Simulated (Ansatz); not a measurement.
# Vibrations of species on Si(100)-2x1 dimers, part 2 of 2

Aim: bond lengths and vibrational modes of species bound on Si(100)-2x1 dimers.

Ansatz 0.2.0; DFT PBE, scalar-relativistic, plane waves, PAW; PAW set soft_1.

So far. Step 2 (Relaxation of the host): The forces vanish by symmetry. Step 3 (Letting the atoms settle: F on both atoms of the dimer): The largest force component left on a free atom is 1.3 meV/Å.

### 4. Force constants among chosen sites: F on both atoms of the dimer

Only 6 sites are displaced (4 Si and 2 F), with their periodic images, and all others stay at rest. This gives the modes that are localised on these sites for less work than the whole matrix.

input.yaml

```yaml
crystal:
  lattice:
    - [7.7354058433, 0.0, 0.0]
    - [0.0, 3.8677029217, 0.0]
    - [0.0, 0.0, 44.9470124603]
  atoms:
    - { symbol: Si, position: [0.0, 0.0, 0.1867648039] }
    - { symbol: Si, position: [0.5, 0.0, 0.1867648039] }
    - { symbol: Si, position: [0.25, 0.0, 0.2171884788] }
    - { symbol: Si, position: [0.75, 0.0, 0.2171884788] }
    - { symbol: Si, position: [0.246463721, 0.5, 0.2475162473] }
    - { symbol: Si, position: [0.753536279, 0.5, 0.2475162473] }
    - { symbol: Si, position: [0.0, 0.5, 0.2793992908] }
    - { symbol: Si, position: [0.5, 0.5, 0.2763238302] }
    - { symbol: Si, position: [0.0, 0.0, 0.3105170451] }
    - { symbol: Si, position: [0.5, 0.0, 0.3060301422] }
    - { symbol: Si, position: [0.2603498796, 0.0, 0.3388465152] }
    - { symbol: Si, position: [0.7396501204, 0.0, 0.3388465152] }
    - { symbol: Si, position: [0.3427338836, 0.5, 0.3656597109] }
    - { symbol: Si, position: [0.6572661164, 0.5, 0.3656597109] }
    - { symbol: H, position: [0.0, 0.317043, 0.1674681955] }
    - { symbol: H, position: [0.0, 0.682957, 0.1674681955] }
    - { symbol: H, position: [0.5, 0.317043, 0.1674681955] }
    - { symbol: H, position: [0.5, 0.682957, 0.1674681955] }
    - { symbol: F, position: [0.2703245404, 0.5, 0.3994904607] }
    - { symbol: F, position: [0.7296754596, 0.5, 0.3994904607] }
  periodic: [true, true, false]
kpoints:
  mp_grid: { grid: [4, 8, 1] }
hamiltonian:
  xc: pbe
  pseudopotentials: { kind: paw, azcp: { folder: soft_1 } }
scf:
  occupations: { method: gaussian, width: 0.03 }
output:
  eigenvalues: true
phonons:
  method: fd
  supercell: [1, 1, 1]
  displaced_sites: [10, 11, 12, 13, 18, 19]
  rigid_motions: translations
```

The run is started by

```bash
$ ansatz run input.yaml --threads 8 --pin off --max-ram 20480MiB --backend cpu --events-out ev --progress --plain --runs-dir out
```

Numbers of over 12 decimals in the logs are rounded to 6 here.

Log:

```text
[...]
Crystal: 20 atoms, lattice volume = 1344.736 Å³
Basis set: ecut = 420 eV, 26403 PW (Γ), exchange–correlation on 108×54×640 points (8 copies of the dense FFT grid, shifted against one another)
Bands: 57, of which v1, the nominal top of the filled ones, is band 37 counted from 1 (36 counted from 0)
Symmetry: 4 space group operations
k-points: 15 of 32
[...]
SCF iter   1: F=—  HF=-10585.249216 eV  |F-HF|=—  |Δ(HF+E_count)|=         —  Δρ=3.23e-2  dr2=1.25e1  ethr=3.10e-3  ⟨swp⟩=11.4  Hψ=6332  notcnv=0  defer=60
[...]
SCF iter  16: F=-10581.776538 eV  HF=-10581.776538 eV  |F-HF|=1.96e-10  |Δ(HF+E_count)|=  1.64e-11  Δρ=2.77e-8  dr2=1.55e-11  ethr=1.00e-12  ⟨swp⟩=25.7  Hψ=7608  notcnv=0
SCF 1 converged in 16 iterations: F = -10581.776538 eV  dr2 = 1.55e-11
[...]
Symmetry: 2 space group operations
k-points: 15 of 32 (time reversal used)
[...]
SCF iter  10: F=-10581.776498 eV  HF=-10581.776498 eV  |F-HF|=8.19e-11  |Δ(HF+E_count)|=  2.73e-11  Δρ=8.27e-9  dr2=1.35e-12  ethr=1.00e-12  ⟨swp⟩=8.5  Hψ=4611  notcnv=0
SCF 2 converged in 10 iterations: F = -10581.776498 eV  dr2 = 1.35e-12
[...]
SCF iter   8: F=-10581.776491 eV  HF=-10581.776491 eV  |F-HF|=7.28e-12  |Δ(HF+E_count)|=  5.09e-11  Δρ=6.86e-9  dr2=5.21e-13  ethr=1.00e-12  ⟨swp⟩=7.2  Hψ=3881  notcnv=0
SCF 3 converged in 8 iterations: F = -10581.776491 eV  dr2 = 5.21e-13
[...]
Symmetry: 1 space group operations
k-points: 18 of 32 (time reversal used)
[...]
SCF iter  10: F=-10581.776499 eV  HF=-10581.776499 eV  |F-HF|=2.55e-11  |Δ(HF+E_count)|=  9.46e-11  Δρ=6.98e-9  dr2=8.34e-13  ethr=1.00e-12  ⟨swp⟩=7.2  Hψ=4787  notcnv=0
SCF 4 converged in 10 iterations: F = -10581.776499 eV  dr2 = 8.34e-13
[...]
SCF iter   8: F=-10581.776498 eV  HF=-10581.776498 eV  |F-HF|=6.18e-11  |Δ(HF+E_count)|=  3.64e-12  Δρ=1.03e-8  dr2=1.13e-12  ethr=1.00e-12  ⟨swp⟩=8.8  Hψ=5621  notcnv=0
SCF 5 converged in 8 iterations: F = -10581.776498 eV  dr2 = 1.13e-12
[...]
SCF iter  10: F=-10581.776522 eV  HF=-10581.776522 eV  |F-HF|=5.09e-11  |Δ(HF+E_count)|=  9.09e-11  Δρ=1.11e-8  dr2=1.84e-12  ethr=1.00e-12  ⟨swp⟩=7.6  Hψ=3950  notcnv=0
SCF 6 converged in 10 iterations: F = -10581.776522 eV  dr2 = 1.84e-12
[...]
SCF iter   7: F=-10581.776525 eV  HF=-10581.776525 eV  |F-HF|=5.09e-11  |Δ(HF+E_count)|=  6.00e-11  Δρ=2.27e-8  dr2=5.85e-12  ethr=1.00e-12  ⟨swp⟩=8.2  Hψ=5047  notcnv=0
SCF 7 converged in 7 iterations: F = -10581.776525 eV  dr2 = 5.85e-12
[...]
SCF iter  10: F=-10581.776493 eV  HF=-10581.776493 eV  |F-HF|=2.60e-10  |Δ(HF+E_count)|=  1.82e-12  Δρ=6.91e-9  dr2=1.23e-12  ethr=1.00e-12  ⟨swp⟩=8.4  Hψ=5495  notcnv=0
SCF 8 converged in 10 iterations: F = -10581.776493 eV  dr2 = 1.23e-12
[...]
SCF iter   7: F=-10581.776497 eV  HF=-10581.776497 eV  |F-HF|=2.33e-10  |Δ(HF+E_count)|=  1.18e-10  Δρ=1.91e-8  dr2=2.97e-12  ethr=1.00e-12  ⟨swp⟩=7.8  Hψ=5870  notcnv=0
SCF 9 converged in 7 iterations: F = -10581.776497 eV  dr2 = 2.97e-12
[...]
SCF iter  10: F=-10581.776492 eV  HF=-10581.776492 eV  |F-HF|=1.71e-10  |Δ(HF+E_count)|=  7.64e-11  Δρ=9.23e-9  dr2=1.30e-12  ethr=1.00e-12  ⟨swp⟩=7.0  Hψ=3981  notcnv=0
SCF 10 converged in 10 iterations: F = -10581.776492 eV  dr2 = 1.30e-12
[...]
SCF iter   7: F=-10581.776491 eV  HF=-10581.776491 eV  |F-HF|=1.27e-11  |Δ(HF+E_count)|=  1.64e-11  Δρ=2.04e-8  dr2=4.61e-12  ethr=1.00e-12  ⟨swp⟩=8.4  Hψ=5198  notcnv=0
SCF 11 converged in 7 iterations: F = -10581.776491 eV  dr2 = 4.61e-12
[...]
SCF iter  10: F=-10581.776470 eV  HF=-10581.776470 eV  |F-HF|=4.73e-11  |Δ(HF+E_count)|=  4.18e-11  Δρ=6.80e-9  dr2=5.44e-13  ethr=1.00e-12  ⟨swp⟩=7.0  Hψ=4744  notcnv=0
SCF 12 converged in 10 iterations: F = -10581.776470 eV  dr2 = 5.44e-13
[...]
SCF iter   7: F=-10581.776467 eV  HF=-10581.776467 eV  |F-HF|=8.73e-11  |Δ(HF+E_count)|=  7.28e-12  Δρ=2.46e-8  dr2=5.10e-12  ethr=1.00e-12  ⟨swp⟩=8.6  Hψ=5934  notcnv=0
SCF 13 converged in 7 iterations: F = -10581.776467 eV  dr2 = 5.10e-12
SCF converged after 16 iterations
Free energy (F): -10581.776538 eV
[...]
Internal energy: -10581.776538 eV  (E = F + TS)
E sigma→0 (E₀):  -10581.776538 eV
Fermi energy:    -5.212421 eV
[...]
--- Forces (eV/Å), atoms counted from 1 ---
  atom   1  Si     0.00000000     0.00000000     0.09684977
  atom   2  Si     0.00000000     0.00000000     0.17634581
  atom   3  Si    -0.18185813     0.00000000    -0.15622123
  atom   4  Si     0.18185813     0.00000000    -0.15622123
  atom   5  Si     0.00053976     0.00000000     0.00003257
  atom   6  Si    -0.00053976     0.00000000     0.00003257
  atom   7  Si     0.00000000     0.00000000     0.00039709
  atom   8  Si    -0.00000000     0.00000000    -0.00106966
  atom   9  Si     0.00000000     0.00000000     0.00107317
  atom  10  Si    -0.00000000     0.00000000    -0.00105315
  atom  11  Si     0.00129260     0.00000000     0.00042219
  atom  12  Si    -0.00129260     0.00000000     0.00042219
  atom  13  Si     0.00027847     0.00000000     0.00084692
  atom  14  Si    -0.00027847     0.00000000     0.00084692
  atom  15  H      0.00000000    -0.58598012     0.00113673
  atom  16  H      0.00000000     0.58598012     0.00113673
  atom  17  H      0.00000000    -0.57907934     0.01858746
  atom  18  H      0.00000000     0.57907934     0.01858746
  atom  19  F     -0.00074084     0.00000000    -0.00107545
  atom  20  F      0.00074084     0.00000000    -0.00107545
  max |Σ_I F_I| component: 1.39e-6 eV/Å
--- Band table (eV; the first three rows and the last of 15) ---
  k-point 0: bands = [... 33 lower, -6.1967, -6.0669, -5.9891, -5.8129, -4.7047, -4.3854, -4.0341, -3.4574, ... 16 higher]
  k-point 1: bands = [... 33 lower, -6.7025, -6.4345, -6.0640, -5.9795, -4.2125, -3.6878, -3.5367, -2.9732, ... 16 higher]
  k-point 2: bands = [... 33 lower, -6.7756, -6.6761, -6.3900, -6.0096, -3.8362, -3.6310, -3.3564, -3.3408, ... 16 higher]
  k-point 14: bands = [... 33 lower, -7.4641, -7.2326, -7.1600, -7.1458, -3.7913, -3.7733, -3.7011, -3.4764, ... 16 higher]
  ° read free of the cell's end (the report's vacuum.weakly_bound_levels)
--- Phonons: 12 displaced members + reference (amplitude 0.0025 Å, Σ member SCF iterations 104) ---
  symmetry images taken by strict's conditions (phonons.symmetry_images: auto; settled by no image being taken that strict refuses)
  force constants formed among 6 of 20 sites (Si 10, Si 11, Si 12, Si 13, F 18, F 19); the other 14 at rest. The modes move the named sites alone.
  the frequencies, the zero-point energy and the sums are of the block with the acoustic sum rule laid on its rows. Row sums over every site: 2.1e-4 eV/Å² at the most
  transpose residual: 1.1e-4 eV/Å²
  largest component of a force at the reference: 1.3e-3 eV/Å on a named site, 5.9e-1 eV/Å on a site at rest
  frequencies among the named sites at Γ of the cell (cm⁻¹): 74.03 81.99 96.97 121.32 146.81 148.04 159.85 161.99 241.56 331.16 340.03 364.89 431.55 469.11 471.56 489.92 819.45 859.81
  unstable modes among the named sites: 0
  frequencies as built, with no sum rule (cm⁻¹): 74.04 81.99 96.98 121.32 146.82 148.04 159.86 161.99 241.56 331.16 340.03 364.89 431.55 469.11 471.56 489.92 819.45 859.82
  zero-point energy: 0.360177 eV/cell   skipped modes (ω ≤ 0): 0
  not written: the harmonic force-constant file, the file of eigenvectors (these modes' are written with the force constants), the density of states and the dispersion, which are of every site
```

The job ended after 4.4 min (8 threads of Intel Xeon at 2.70GHz, shared host; peak memory 3.7 GiB; 31 min of CPU time).

In the SCF lines HF is the Harris–Foulkes energy and dr2 the Hartree energy of the density residual, in eV; the loop may stop once dr2 is under the threshold and the program's other checks hold. Hψ counts applications of the Hamiltonian.

The other atoms of the cell are at rest; shares are of the kinetic energy, a minus sign marks an imaginary mode, and where like sites share a mode the one named is one choice of several. Modes of the displaced sites:

| mode | frequency (cm⁻¹) | share of Si (%) | share of F (%) | site with the largest share | its share (%) |
| --- | --- | --- | --- | --- | --- |
| 1 | 74.0 | 75 | 25 | Si13 | 21 |
| 2 | 82.0 | 26 | 74 | F19 | 37 |
| 3 | 97.0 | 53 | 47 | F20 | 24 |
| 4 | 121.3 | 3 | 97 | F20 | 48 |
| 5 | 146.8 | 64 | 36 | Si13 | 25 |
| 6 | 148.0 | 25 | 75 | F20 | 37 |
| 7 | 159.8 | 48 | 52 | F19 | 26 |
| 8 | 162.0 | 66 | 34 | Si13 | 28 |
| 9 | 241.6 | 76 | 24 | Si14 | 22 |
| 10 | 331.2 | 96 | 4 | Si11 | 45 |
| 11 | 340.0 | 100 | 0 | Si12 | 42 |
| 12 | 364.9 | 89 | 11 | Si11 | 30 |
| 13 | 431.6 | 93 | 7 | Si11 | 32 |
| 14 | 469.1 | 100 | 0 | Si11 | 26 |
| 15 | 471.6 | 99 | 1 | Si14 | 29 |
| 16 | 489.9 | 100 | 0 | Si14 | 26 |
| 17 | 819.5 | 44 | 56 | F19 | 28 |
| 18 | 859.8 | 44 | 56 | F20 | 28 |

The highest mode of the block lies at 859.8 cm⁻¹; the acoustic sum rule moved it by 0.0 cm⁻¹.

### 5. Relaxation in the fixed cell: Cl on both atoms of the dimer

The slab carries Cl on both atoms of the dimer. Its plane takes the lattice constant of the bulk relaxed at this level. The lowest layers and the H atoms that close the back face are held, and the other atoms relax. The program lengthens the typed cell of 26.0 Å along the normal to 45.7 Å, as its cut-off of the electrostatics needs, and moves no atom.

System of this step: Cl on both atoms of the dimer on Si(100)-2x1 dimers. The cell holds 20 atoms: 14 Si, 4 H and 2 Cl. Its edges and angles: a = 7.735 Å, b = 3.868 Å, c = 45.707 Å, α = 90.0°, β = 90.0°, γ = 90.0°. It derives from Si. Vacuum lies along c.

input.yaml

```yaml
crystal:
  lattice:
    - [7.7354058433, 0.0, 0.0]
    - [0.0, 3.8677029217, 0.0]
    - [0.0, 0.0, 26.0076884557]
  atoms:
    - { symbol: Si, position: [0.0, 0.0, 0.322771] }
    - { symbol: Si, position: [0.5, 0.0, 0.322771] }
    - { symbol: Si, position: [0.25, 0.0, 0.375349] }
    - { symbol: Si, position: [0.75, 0.0, 0.375349] }
    - { symbol: Si, position: [0.25, 0.5, 0.427928] }
    - { symbol: Si, position: [0.75, 0.5, 0.427928] }
    - { symbol: Si, position: [0.0, 0.5, 0.480506] }
    - { symbol: Si, position: [0.5, 0.5, 0.480506] }
    - { symbol: Si, position: [0.0, 0.0, 0.533084] }
    - { symbol: Si, position: [0.5, 0.0, 0.533084] }
    - { symbol: Si, position: [0.25, 0.0, 0.585662] }
    - { symbol: Si, position: [0.75, 0.0, 0.585662] }
    - { symbol: Si, position: [0.346175, 0.5, 0.632452] }
    - { symbol: Si, position: [0.653825, 0.5, 0.632452] }
    - { symbol: H, position: [0.0, 0.317043, 0.289422] }
    - { symbol: H, position: [0.0, 0.682957, 0.289422] }
    - { symbol: H, position: [0.5, 0.317043, 0.289422] }
    - { symbol: H, position: [0.5, 0.682957, 0.289422] }
    - { symbol: Cl, position: [0.256204, 0.5, 0.710578] }
    - { symbol: Cl, position: [0.743796, 0.5, 0.710578] }
  periodic: [true, true, false]
kpoints:
  mp_grid: { grid: [4, 8, 1] }
hamiltonian:
  xc: pbe
  pseudopotentials: { kind: paw, azcp: { folder: soft_1 } }
scf:
  occupations: { method: gaussian, width: 0.03 }
output:
  forces: true
  eigenvalues: true
relax:
  adjacent_minimum: "off"
  f_tol: 0.003
  max_steps: 120
  constraints: [{ sites: [0, 1, 2, 3, 14, 15, 16, 17] }]
```

Log:

```text
[...]
Crystal: 20 atoms, lattice volume = 1367.461 Å³
Basis set: ecut = 420 eV, 26825 PW (Γ), exchange–correlation on 108×54×640 points (8 copies of the dense FFT grid, shifted against one another)
Bands: 57, of which v1, the nominal top of the filled ones, is band 37 counted from 1 (36 counted from 0)
Symmetry: 4 space group operations
[...]
k-points: 15 of 32
[...]
- { symbol: Si, position: [0.737785, 0.0, 0.333175] }
    - { symbol: Si, position: [0.342963, 0.5, 0.359777] }
    - { symbol: Si, position: [0.657037, 0.5, 0.359777] }
    - { symbol: H, position: [0.0, 0.317043, 0.164685] }
    - { symbol: H, position: [0.0, 0.682957, 0.164685] }
    - { symbol: H, position: [0.5, 0.317043, 0.164685] }
    - { symbol: H, position: [0.5, 0.682957, 0.164685] }
    - { symbol: Cl, position: [0.252450, 0.5, 0.402463] }
    - { symbol: Cl, position: [0.747550, 0.5, 0.402463] }
[key lines of the parts left out:]
SCF converged after 5 iterations
Free energy (F): -11125.394856 eV
Fermi energy:    -4.894042 eV
```

Elapsed: 2.3 min, on 8 threads; peak memory 3.5 GiB; 17 min of CPU time.

Step by step:

| step | energy less that of the first step (eV) | largest force component (eV/Å) |
| --- | --- | --- |
| 1 | 0.0000 | 1.1297 |
| 2 | -0.2130 | 0.3316 |
| 3 | -0.2231 | 0.0772 |
| 4 | -0.2239 | 0.0114 |
| 5 | -0.2239 | 0.0040 |
| 6 | -0.2239 | 0.0058 |
| 7 | -0.2240 | 0.0001 |

Forces are held to the 4 operations that the run works with; a distortion that breaks them can't arise in this run.

The atoms that moved most (Å):

| atom | dx | dy | dz | length |
| --- | --- | --- | --- | --- |
| Si10 | 0.000 | 0.000 | -0.122 | 0.122 |
| Si9 | 0.000 | 0.000 | 0.106 | 0.106 |
| Si11 | 0.094 | 0.000 | -0.003 | 0.095 |
| Si12 | -0.094 | 0.000 | -0.003 | 0.095 |
| Cl20 | 0.029 | 0.000 | -0.085 | 0.090 |
| Cl19 | -0.029 | 0.000 | -0.085 | 0.090 |
| Si8 | 0.000 | 0.000 | -0.085 | 0.085 |
| Si7 | 0.000 | 0.000 | 0.070 | 0.070 |

Numbers from this step:

* gap on the k-mesh: 1.069 eV

The largest force component left on a free atom is 0.089 meV/Å.

### 6. Modes of the chosen sites: Cl on both atoms of the dimer

Only 6 sites are displaced (4 Si and 2 Cl), with their periodic images, and all others stay at rest. This gives the modes that are localised on these sites for less work than the whole matrix.

input.yaml

```yaml
crystal:
  lattice:
    - [7.7354058433, 0.0, 0.0]
    - [0.0, 3.8677029217, 0.0]
    - [0.0, 0.0, 45.7065880785]
  atoms:
    - { symbol: Si, position: [0.0, 0.0, 0.1836612174] }
    - { symbol: Si, position: [0.5, 0.0, 0.1836612174] }
    - { symbol: Si, position: [0.25, 0.0, 0.2135788354] }
    - { symbol: Si, position: [0.75, 0.0, 0.2135788354] }
    - { symbol: Si, position: [0.246107253, 0.5, 0.2434021678] }
    - { symbol: Si, position: [0.753892747, 0.5, 0.2434021678] }
    - { symbol: Si, position: [0.0, 0.5, 0.2749370555] }
    - { symbol: Si, position: [0.5, 0.5, 0.271559565] }
    - { symbol: Si, position: [0.0, 0.0, 0.3056500523] }
    - { symbol: Si, position: [0.5, 0.0, 0.3006581649] }
    - { symbol: Si, position: [0.2622150005, 0.0, 0.3331750316] }
    - { symbol: Si, position: [0.7377849995, 0.0, 0.3331750316] }
    - { symbol: Si, position: [0.3429626179, 0.5, 0.3597767972] }
    - { symbol: Si, position: [0.6570373821, 0.5, 0.3597767972] }
    - { symbol: H, position: [0.0, 0.317043, 0.1646851696] }
    - { symbol: H, position: [0.0, 0.682957, 0.1646851696] }
    - { symbol: H, position: [0.5, 0.317043, 0.1646851696] }
    - { symbol: H, position: [0.5, 0.682957, 0.1646851696] }
    - { symbol: Cl, position: [0.2524500851, 0.5, 0.4024631403] }
    - { symbol: Cl, position: [0.7475499149, 0.5, 0.4024631403] }
  periodic: [true, true, false]
kpoints:
  mp_grid: { grid: [4, 8, 1] }
hamiltonian:
  xc: pbe
  pseudopotentials: { kind: paw, azcp: { folder: soft_1 } }
scf:
  occupations: { method: gaussian, width: 0.03 }
output:
  eigenvalues: true
phonons:
  method: fd
  supercell: [1, 1, 1]
  displaced_sites: [10, 11, 12, 13, 18, 19]
  rigid_motions: translations
```

Log:

```text
[...]
Crystal: 20 atoms, lattice volume = 1367.461 Å³
Basis set: ecut = 420 eV, 26825 PW (Γ), exchange–correlation on 108×54×640 points (8 copies of the dense FFT grid, shifted against one another)
Bands: 57, of which v1, the nominal top of the filled ones, is band 37 counted from 1 (36 counted from 0)
Symmetry: 4 space group operations
k-points: 15 of 32
[...]
k-point 14: bands = [... 33 lower, -7.1562, -6.8734, -6.8192, -6.6667, -3.5215, -3.4916, -3.4322, -3.1156, ... 16 higher]
  ° read free of the cell's end (the report's vacuum.weakly_bound_levels)
[...]
transpose residual: 8.1e-5 eV/Å²
[...]
unstable modes among the named sites: 0
[...]
zero-point energy: 0.304024 eV/cell   skipped modes (ω ≤ 0): 0
[...]
[key lines of the parts left out:]
SCF converged after 15 iterations
Free energy (F): -11125.394856 eV
Fermi energy:    -4.894048 eV
```

It took 4.4 min on 8 threads; peak memory 3.8 GiB.

The other atoms of the cell are at rest; shares are of the kinetic energy, a minus sign marks an imaginary mode, and where like sites share a mode the one named is one choice of several. Modes of the displaced sites:

| mode | frequency (cm⁻¹) | share of Si (%) | share of Cl (%) | site with the largest share | its share (%) |
| --- | --- | --- | --- | --- | --- |
| 1 | 54.3 | 8 | 92 | Cl19 | 46 |
| 2 | 63.6 | 25 | 75 | Cl20 | 38 |
| 3 | 67.6 | 6 | 94 | Cl19 | 47 |
| 4 | 90.3 | 0 | 100 | Cl20 | 50 |
| 5 | 99.5 | 75 | 25 | Si13 | 20 |
| 6 | 127.7 | 94 | 6 | Si12 | 25 |
| 7 | 127.8 | 47 | 53 | Cl19 | 27 |
| 8 | 138.5 | 54 | 46 | Si14 | 25 |
| 9 | 205.4 | 84 | 16 | Si14 | 28 |
| 10 | 327.9 | 94 | 6 | Si12 | 46 |
| 11 | 336.9 | 93 | 7 | Si11 | 26 |
| 12 | 347.5 | 93 | 7 | Si11 | 46 |
| 13 | 402.9 | 86 | 14 | Si11 | 33 |
| 14 | 457.4 | 99 | 1 | Si14 | 28 |
| 15 | 464.9 | 100 | 0 | Si12 | 27 |
| 16 | 484.4 | 100 | 0 | Si13 | 26 |
| 17 | 537.2 | 73 | 27 | Si13 | 33 |
| 18 | 570.4 | 67 | 33 | Si14 | 32 |

The same force constants with another mass on the added atoms, against the natural mean mass; listed are the real modes with at least half of their motion on these atoms, followed through small steps of mass, less those that pass through avoided crossings, where the squared overlap of new and old mass-weighted patterns is under 0.8. Modes after a change of mass:

| substitution | mode | frequency (cm⁻¹) | after (cm⁻¹) | ratio |
| --- | --- | --- | --- | --- |
| 37Cl | 1 | 54.3 | 53.3 | 1.019 |
| 37Cl | 2 | 63.6 | 62.6 | 1.016 |
| 37Cl | 3 | 67.6 | 66.3 | 1.02 |
| 37Cl | 4 | 90.3 | 88.5 | 1.021 |
| 37Cl | 7 | 127.8 | 126.3 | 1.011 |

The highest mode of the block lies at 570.4 cm⁻¹; the acoustic sum rule moved it by 0.0 cm⁻¹.

### 7. All members side by side

The members are set side by side.

The anchoring bond is the shortest distance from the first added atom to the slab, and like atoms elsewhere in the cell can differ; degenerate modes stand as often as they occur. The species side by side:

| species | coverage (monolayer) | anchoring bond | its length (Å) | highest level (cm⁻¹) | second (cm⁻¹) | third (cm⁻¹) |
| --- | --- | --- | --- | --- | --- | --- |
| F on both atoms of the dimer | 1 | F-Si | 1.62 | 859.8 | 819.5 | 489.9 |
| Cl on both atoms of the dimer | 1 | Cl-Si | 2.073 | 570.4 | 537.2 | 484.4 |

### 8. Summary of results

- highest mode of the block of 6 sites, F on both atoms of the dimer: 859.8 cm⁻¹
- highest mode of the block of 6 sites, Cl on both atoms of the dimer: 570.4 cm⁻¹

**Reading.** With F on both atoms of the dimer the highest mode of the block lies at 860 cm⁻¹, 56 % on F and 44 % on Si. With Cl on both atoms of the dimer the highest mode of the block lies at 570 cm⁻¹, 67 % on Si and 33 % on Cl. With all atoms beyond the displaced ones at rest, modes that spread into the slab are only rough; stretches of light atoms, well above the modes of the substrate atoms, are the least affected. Periodic images of the cell move in phase at the zone centre; where a cell holds several like groups, their modes come as in-phase and out-of-phase combinations. The H atoms on the back face are held at typed positions, closer to each other than they would relax to, which bears on the gap of the slab more than on the modes of the front face. These are harmonic frequencies at zero temperature: anharmonic shifts, linewidths and thermal expansion are left out.

[Logs are printed without paths, hosts, clocks, repeated set-up lines and the standing remarks that a program may print on its own settings, such as how far it seeks lower states.]

[Hosts, paths, dates, database ids (printed as entryN), source tags and the programs' standing remarks are cut or masked in the printed files.]
